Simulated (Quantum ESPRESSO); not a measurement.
Consider CdH2O2 (C2).

```xyz
5
Lattice="3.1188 -1.7692 0.0000 3.1188 1.7692 0.0000 -0.4286 0.0000 4.7861" Properties=species:S:1:pos:R:3 pbc="T T T"
Cd    3.1188    1.6884    0.0000
O     4.2240   -0.1000    1.1293
O     1.5850   -0.1000    3.6568
H     4.2287   -0.4190    2.0603
H     1.5803   -0.4190    2.7258
```

Absorber: atom 2, with 1 H at 0.98 Å, 1 Cd at 2.31 Å, 1 Cd at 2.36 Å and 1 Cd at 2.39 Å (distorted tetrahedral, site symmetry 1). Method: Quantum ESPRESSO XSpectra, LDA, full core hole (charged cell), 15-atom cell with 5.8 Å between holes, 5×5×5 k points, dipole transitions, Lorentzian half width 0.3 eV up to 4 eV, rising linearly to 2.5 eV at 25 eV (counted from xe0, 0.7 eV below the zero used here).

Q: Where do the maxima of the O K edge fall?

Main maxima up to 24 eV above the zero (height): 4.3 eV (2.45), 6.8 eV (1.84) and 21.5 eV (0.94). A K edge sees empty p states on the absorber. The total-energy difference plus the lowest empty eigenvalue puts the zero at 533.63 eV. One term is added: -8.83 eV, since the hole is spin-paired here and a spin-polarised one costs that much less in the free atom (computed apart). The photon energy is then 524.80 eV. The functional and the charged cell's background leave an error in such absolute values: in the free atom LDA prices this hole 4.1 eV below PBE (computed apart), and PBE is itself good to a few eV.

The O K spectrum (energy from the lowest empty level; intensity scaled to a mean of 1 over the first 20 eV; the points at xe0, where the cut of filled states can leave a spike, are interpolated; polarised curves are means over the symmetry-equivalent atoms):

```
E (eV)  isotropic  ε ∥ x  ε ∥ y  ε ∥ z
  -2.0       0.03   0.02   0.03   0.04
  -1.5       0.04   0.03   0.03   0.05
  -1.0       0.04   0.03   0.04   0.06
  -0.5       0.05   0.04   0.05   0.07
   0.0       0.07   0.05   0.06   0.09
   0.5       0.11   0.09   0.10   0.15
   1.0       0.16   0.13   0.15   0.21
   1.5       0.30   0.23   0.28   0.38
   2.0       0.41   0.33   0.39   0.51
   2.5       0.69   0.57   0.64   0.87
   3.0       1.08   0.96   0.97   1.32
   3.5       1.65   1.51   1.45   2.00
   4.0       2.29   2.00   1.96   2.92
   4.5       2.37   1.90   1.83   3.37
   5.0       1.97   1.20   1.34   3.36
   5.5       1.75   0.99   1.21   3.04
   6.0       1.72   1.02   1.29   2.85
   6.5       1.80   1.09   1.47   2.84
   7.0       1.84   1.21   1.58   2.72
   7.5       1.72   1.22   1.47   2.48
   8.0       1.50   1.08   1.24   2.18
   8.5       1.28   0.94   1.02   1.89
   9.0       1.15   0.87   0.89   1.68
   9.5       1.06   0.83   0.84   1.50
  10.0       0.98   0.80   0.82   1.33
  10.5       0.91   0.77   0.81   1.14
  11.0       0.84   0.75   0.79   0.97
  11.5       0.76   0.71   0.76   0.82
  12.0       0.69   0.66   0.71   0.71
  12.5       0.64   0.62   0.66   0.64
  13.0       0.61   0.60   0.61   0.60
  13.5       0.59   0.59   0.58   0.59
  14.0       0.58   0.58   0.56   0.60
  14.5       0.58   0.57   0.55   0.62
  15.0       0.59   0.57   0.55   0.65
  15.5       0.61   0.58   0.56   0.69
  16.0       0.64   0.60   0.58   0.74
  16.5       0.68   0.64   0.60   0.79
  17.0       0.72   0.68   0.63   0.84
  17.5       0.76   0.72   0.66   0.89
  18.0       0.80   0.76   0.70   0.93
  18.5       0.83   0.80   0.74   0.96
  19.0       0.86   0.84   0.78   0.97
  19.5       0.89   0.87   0.82   0.98
  20.0       0.91   0.89   0.86   0.98
  20.5       0.93   0.91   0.90   0.98
  21.0       0.94   0.92   0.93   0.97
  21.5       0.94   0.93   0.96   0.95
  22.0       0.94   0.93   0.97   0.92
  22.5       0.93   0.92   0.96   0.90
  23.0       0.91   0.90   0.95   0.87
  23.5       0.89   0.88   0.93   0.85
  24.0       0.86   0.85   0.91   0.83
  24.5       0.84   0.82   0.88   0.82
  25.0       0.82   0.79   0.86   0.81
  25.5       0.80   0.76   0.83   0.80
  26.0       0.78   0.74   0.80   0.79
  26.5       0.75   0.71   0.77   0.78
  27.0       0.74   0.69   0.74   0.77
  27.5       0.72   0.68   0.72   0.76
  28.0       0.71   0.67   0.71   0.76
  28.5       0.71   0.66   0.70   0.75
  29.0       0.70   0.66   0.69   0.75
  29.5       0.70   0.67   0.69   0.75
  30.0       0.70   0.67   0.68   0.75
  30.5       0.70   0.67   0.68   0.74
  31.0       0.69   0.67   0.67   0.73
  31.5       0.68   0.66   0.67   0.73
  32.0       0.68   0.65   0.66   0.72
```

The holes are only 5.8 Å apart, so the shape is probably not converged with cell size; no larger cell was run here. The structure is a computed Materials Project entry and may be a hypothetical form.

[Banner, clock and machine lines of the logs are left out without a mark of their own.]

[Logs are printed without paths, hosts, clocks, repeated set-up lines and the standing remarks that a program may print on its own settings, such as how far it seeks lower states.]

[Hosts, paths, dates, database ids (printed as entryN), source tags and the programs' standing remarks are cut or masked in the printed files.]

[Lists of maxima count a maximum above −3 eV only where it reaches 4 % of the highest in the window and stands out from its surroundings by 2 % of it (1.5 % where it reaches 55 %); shoulders and weaker maxima are passed over, and of the rest the first, up to two pre-edge ones and the few strongest are named.]
